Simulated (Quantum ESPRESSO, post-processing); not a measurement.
# MgS, rock salt type, strained in the (001) plane, stepped through biaxial strain in the plane, part 2 of 2

What law, if any, do the results for MgS, rock salt type, strained in the (001) plane follow against biaxial strain in the plane?

Quantum ESPRESSO 7.5; plane-wave DFT, PBE, GBRV ultrasoft pseudopotentials.

So far. Step 6 (Variable-cell relaxation, -3 %):  The last row is no step: it is a fresh SCF in the final cell with a new plane-wave basis, -0 meV from the row before. Step 9 (Relaxing cell and ions, 3 %):  The last row is no step: it is a fresh SCF in the final cell with a new plane-wave basis, +0 meV from the row before.

The structure was built from a prototype and need not be the compound's stable phase.

## (11) Complex band structure, 3 %

m7.cbs.in

```
&inputcond
  outdir = './out'
  prefixl = 'm7.scf'
  band_file = 'm7.cbs'
  ikind = 0
  ewind = 4.0
  epsproj = 1e-05
  nz1 = 7
  energy0 = 4.95
  denergy = -0.15
/
3
  0.00000000 0.00000000 1.00000000
  0.50000000 0.00000000 1.00000000
  0.50000000 0.50000000 1.00000000
41
```

The run is started by

```console
$ OMP_NUM_THREADS=1 mpirun -n 4 pwcond.x -in m7.cbs.in > m7.cbs.out
```

Wall time 2.1 min (4 MPI ranks of Intel Xeon Platinum 8259CL at 2.50GHz (Skylake/Cascade Lake), shared host); peak memory 0.27 GiB.

K across = (0, 0) in the cell's reciprocal vectors; values within 0.0025 1/Å of each other count once, columns are sorted by size at each energy, a dash where no further value was kept. Table of Im kz of the slowest decaying states by energy, zero at the highest filled level of the SCF mesh:

| energy (eV) | decay 1 (Å⁻¹) | decay 2 (Å⁻¹) | decay 3 (Å⁻¹) |
| --- | --- | --- | --- |
| -1.05 | 0.596 | 1.22 | 1.72 |
| -0.90 | 0.586 | 1.20 | 1.71 |
| -0.75 | 0.575 | 1.19 | 1.71 |
| -0.60 | 0.564 | 1.17 | 1.70 |
| -0.45 | 0.553 | 1.15 | 1.69 |
| -0.30 | 0.541 | 1.13 | 1.68 |
| -0.15 | 0.069 | 0.528 | 1.11 |
| 0.00 | 0.012 | 0.118 | 0.515 |
| 0.15 | 0.148 | 0.187 | 0.501 |
| 0.30 | 0.17 | 0.258 | 0.487 |
| 0.45 | 0.187 | 0.308 | 0.472 |
| 0.60 | 0.2 | 0.348 | 0.456 |
| 0.75 | 0.21 | 0.38 | 0.44 |
| 0.90 | 0.218 | 0.407 | 0.422 |
| 1.05 | 0.223 | 0.403 | 0.43 |
| 1.20 | 0.227 | 0.383 | 0.449 |
| 1.35 | 0.229 | 0.361 | 0.467 |
| 1.50 | 0.229 | 0.338 | 0.481 |
| 1.65 | 0.227 | 0.313 | 0.494 |
| 1.80 | 0.224 | 0.284 | 0.505 |
| 2.10 | 0.212 | 0.215 | 0.523 |
| 2.25 | 0.168 | 0.203 | 0.53 |
| 2.40 | 0.1 | 0.192 | 0.536 |
| 2.55 | 0.178 | 0.541 | 0.713 |
| 2.70 | 0.161 | 0.545 | 0.684 |
| 2.85 | 0.139 | 0.548 | 0.653 |
| 3.00 | 0.11 | 0.55 | 0.62 |
| 3.15 | 0.065 | 0.552 | 0.586 |
| 3.30 | 0.549 | 0.552 | 1.39 |
| 3.45 | 0.51 | 0.552 | 1.37 |
| 3.60 | 0.467 | 0.552 | 1.35 |
| 3.75 | 0.42 | 0.55 | 1.34 |
| 4.05 | 0.304 | 0.545 | 1.31 |
| 4.20 | 0.224 | 0.541 | 1.29 |
| 4.35 | 0.087 | 0.537 | 1.28 |
| 4.50 | 0.532 | 1.26 | 1.38 |
| 4.65 | 0.527 | 1.24 | 1.37 |
| 4.80 | 0.52 | 1.23 | 1.35 |
| 4.95 | 0.513 | 1.21 | 1.33 |

## (12) Relaxing cell and ions, 4 %

m8.relax.in

```
&control
  prefix = 'm8.relax'
  outdir = './out'
  pseudo_dir = './pseudo'
  nstep = 40
  forc_conv_thr = 0.001
  calculation = 'vc-relax'
/
&system
  ibrav = 0
  nat = 4
  ntyp = 2
  ecutwfc = 50
  ecutrho = 250
  occupations = 'fixed'
/
&electrons
  conv_thr = 1e-10
  mixing_beta = 0.6
  electron_maxstep = 120
/
&ions
/
&cell
  cell_dofree = 'z'
  press_conv_thr = 0.3
/
ATOMIC_SPECIES
  Mg  24.3050  mg_pbe_v1.4.uspp.F.UPF
  S   32.0600  s_pbe_v1.4.uspp.F.UPF
CELL_PARAMETERS angstrom
  3.84471662016000 0.00000000000000 0.00000000000000
  0.00000000000000 3.84471662016000 0.00000000000000
  0.00000000000000 0.00000000000000 5.22682067900000
ATOMIC_POSITIONS crystal
  Mg  0.000000000000 0.000000000000 0.000000000000
  S   0.500000000000 0.500000000000 0.000000000000
  Mg  0.500000000000 0.500000000000 0.500000000000
  S   0.000000000000 0.000000000000 0.500000000000
K_POINTS automatic
  6 6 6 0 0 0
```

The run is started by

```console
$ OMP_NUM_THREADS=1 mpirun -n 4 pw.x -nk 4 -in m8.relax.in > m8.relax.out
```

Run time: 1.8 min. Hardware: 4 MPI ranks; peak memory 0.44 GiB; 7.2 min of CPU time.

The steps of the relaxation:

| step | energy less that of the first step (eV) | largest force (eV/Å) | volume (Å³) |
| --- | --- | --- | --- |
| 1 | 0.0000 | 0.0000 | 77.26 |
| 2 | -0.0070 | 0.0000 | 76.86 |
| 3 | -0.0126 | 0.0000 | 76.41 |
| 4 | -0.0168 | 0.0000 | 75.74 |
| 5 | -0.0170 | 0.0000 | 75.56 |
| 6 | -0.0166 | 0.0000 | 75.56 |

| conventional cell, symmetrised | before | after | change |
| --- | --- | --- | --- |
| a (Å) | 3.845 | 3.845 | -0.0 % |
| b (Å) | 3.845 | 3.845 | -0.0 % |
| c (Å) | 5.227 | 5.112 | -2.2 % |
| volume (Å³/atom) | 19.32 | 18.89 | -2.2 % |

The relaxed structure:

```xyz
4
Lattice="3.8447 0.0000 0.0000 0.0000 3.8447 0.0000 0.0000 0.0000 5.1118" Properties=species:S:1:pos:R:3 pbc="T T T"
Mg    0.0000    0.0000    0.0000
S     1.9224    1.9224    0.0000
Mg    1.9224    1.9224    2.5559
S     0.0000    0.0000    2.5559
```

 The last row is no step: it is a fresh SCF in the final cell with a new plane-wave basis, +0 meV from the row before.

Numbers from this step:

```
free energy                    : -4071.6519 eV
valence top, on the run's zero : 5.551 eV
```

## (13) Self-consistent run, 4 %

m8.scf.in

```
&control
  prefix = 'm8.scf'
  outdir = './out'
  pseudo_dir = './pseudo'
  calculation = 'scf'
  tprnfor = .true.
/
&system
  ibrav = 0
  nat = 4
  ntyp = 2
  ecutwfc = 40
  ecutrho = 200
  occupations = 'fixed'
  nbnd = 20
/
&electrons
  conv_thr = 1e-09
  mixing_beta = 0.6
  electron_maxstep = 120
/
ATOMIC_SPECIES
  Mg  24.3050  mg_pbe_v1.4.uspp.F.UPF
  S   32.0600  s_pbe_v1.4.uspp.F.UPF
CELL_PARAMETERS angstrom
  3.84471662000000 0.00000000000000 0.00000000000000
  0.00000000000000 3.84471662000000 0.00000000000000
  0.00000000000000 0.00000000000000 5.11184701100000
ATOMIC_POSITIONS crystal
  Mg  0.000000000000 0.000000000000 0.000000000000
  S   0.500000000000 0.500000000000 0.000000000000
  Mg  0.500000000000 0.500000000000 0.500000000000
  S   0.000000000000 0.000000000000 0.500000000000
K_POINTS automatic
  6 6 6 0 0 0
```

The run is started by

```console
$ OMP_NUM_THREADS=1 mpirun -n 4 pw.x -nk 4 -in m8.scf.in > m8.scf.out
```

Wall time 14 s (4 MPI ranks); peak memory 0.36 GiB; 53 s of CPU time.

Numbers from this step:

| Property | Result |
| --- | --- |
| free energy | -4071.6458 eV |
| conduction bottom, on the run's zero | 7.959 eV |
| gap by band count | 2.408 eV |

## (14) Complex bands with pwcond.x, 4 %

m8.cbs.in is the input of step 11 with these lines changed:

```diff
@@ -2,4 +2,4 @@
   outdir = './out'
-  prefixl = 'm7.scf'
-  band_file = 'm7.cbs'
+  prefixl = 'm8.scf'
+  band_file = 'm8.cbs'
   ikind = 0
```

The run is started by

```console
$ OMP_NUM_THREADS=1 mpirun -n 4 pwcond.x -in m8.cbs.in > m8.cbs.out
```

It took 2.3 min on 4 MPI ranks; peak memory 0.27 GiB.

K across = (0, 0) in the cell's reciprocal vectors; values within 0.0025 1/Å of each other count once, columns are sorted by size at each energy, a dash where no further value was kept. The Im kz of the slowest decaying states by energy, zero at the highest filled level of the SCF mesh:

| energy (eV) | decay 1 (Å⁻¹) | decay 2 (Å⁻¹) | decay 3 (Å⁻¹) |
| --- | --- | --- | --- |
| -1.05 | 0.574 | 1.22 | 1.70 |
| -0.75 | 0.554 | 1.18 | 1.69 |
| -0.45 | 0.533 | 1.15 | 1.67 |
| -0.15 | 0.098 | 0.509 | 1.11 |
| 0.00 | 0.013 | 0.135 | 0.496 |
| 0.15 | 0.16 | 0.186 | 0.483 |
| 0.45 | 0.194 | 0.307 | 0.454 |
| 0.60 | 0.206 | 0.347 | 0.438 |
| 0.90 | 0.221 | 0.404 | 0.976 |
| 1.20 | 0.228 | 0.365 | 0.449 |
| 1.50 | 0.227 | 0.32 | 0.481 |
| 1.80 | 0.22 | 0.264 | 0.505 |
| 2.10 | 0.19 | 0.205 | 0.523 |
| 2.40 | 0.033 | 0.181 | 0.537 |
| 2.70 | 0.144 | 0.546 | 0.679 |
| 3.00 | 0.076 | 0.551 | 0.615 |
| 3.30 | 0.544 | 0.553 | 1.37 |
| 3.45 | 0.504 | 0.553 | 1.35 |
| 3.75 | 0.413 | 0.551 | 1.32 |
| 4.05 | 0.295 | 0.547 | 1.29 |
| 4.35 | 0.052 | 0.539 | 1.26 |
| 4.65 | 0.529 | 1.22 | 1.32 |
| 4.95 | 0.516 | 1.19 | 1.28 |

## (15) The series side by side

The series in one table, energies over the lowest:

| biaxial strain in the plane | energy (eV) | gap on the mesh (eV) | peak of the slowest decay at Γ (1/Å) | energy of that peak over the valence top (eV) | peak of the slowest decay at (1/2, 0) (1/Å) |
| --- | --- | --- | --- | --- | --- |
| -4 % | 0.1330 | 2.639 | 0.234 | 1.8 | 0.323 |
| -3 % | 0.0719 | 2.658 | 0.233 | 1.8 | 0.327 |
| -2 % | 0.0308 | 2.685 | 0.233 | 1.8 | 0.332 |
| -1 % | 0.0075 | 2.72 | 0.232 | 1.65 | 0.336 |
| 0 % | 0.0000 | 2.757 | 0.231 | 1.65 | 0.341 |
| 1 % | 0.0064 | 2.654 | 0.23 | 1.5 | 0.346 |
| 2 % | 0.0246 | 2.563 | 0.23 | 1.5 | 0.351 |
| 3 % | 0.0541 | 2.481 | 0.229 | 1.35 | 0.355 |
| 4 % | 0.0931 | 2.408 | 0.228 | 1.2 | 0.36 |

## (16) Worked from the printed numbers

Within ±2 % E = 69.3 eV × ε². With E = V M ε² for equal strain along both axes, M = 69.3/71.43 Å³ × 160.2 = 155 GPa.

## (17) Results

| Property | Result |
| --- | --- |
| gap on the mesh, at -4 % and at 4 % | 2.64, 2.41 eV |
| peak of the slowest decay at Γ, at -4 % and at 4 % | 0.23, 0.23 1/Å |
| energy of that peak over the valence top, at -4 % and at 4 % | 1.80, 1.20 eV |
| peak of the slowest decay at (1/2, 0), at -4 % and at 4 % | 0.32, 0.36 1/Å |
| biaxial modulus, with c free | 155 GPa |

In words: The series holds 9 members (PBE, GBRV ultrasoft). From -4 % to 4 % the gap on the mesh goes from 2.64 to 2.41 eV by way of 2.76 at 0 %. Strain of either sign splits the degenerate band edges, which is one way to get a peak at zero. From -4 % to 4 % the peak of the slowest decay at Γ falls from 0.23 to 0.23 1/Å. From -4 % to 4 % the energy of that peak over the valence top falls from 1.80 to 1.20 eV. From -4 % to 4 % the peak of the slowest decay at (1/2, 0) rises from 0.32 to 0.36 1/Å. Atoms keep their symmetric sites, so polar or tilted distortions are left out; semilocal gaps and decay constants are too small; no spin-orbit coupling; three points across.

[Logs are printed without paths, hosts, clocks, repeated set-up lines and the standing remarks that a program may print on its own settings, such as how far it seeks lower states.]

[Hosts, paths, dates, database ids (printed as entryN), source tags and the programs' standing remarks are cut or masked in the printed files.]

[Maps of the electrostatic potential energy from Ansatz leave out the sawtooth potential of an applied field or a dipole correction, so their vacuum need not be flat; planar profiles and work functions include it.]
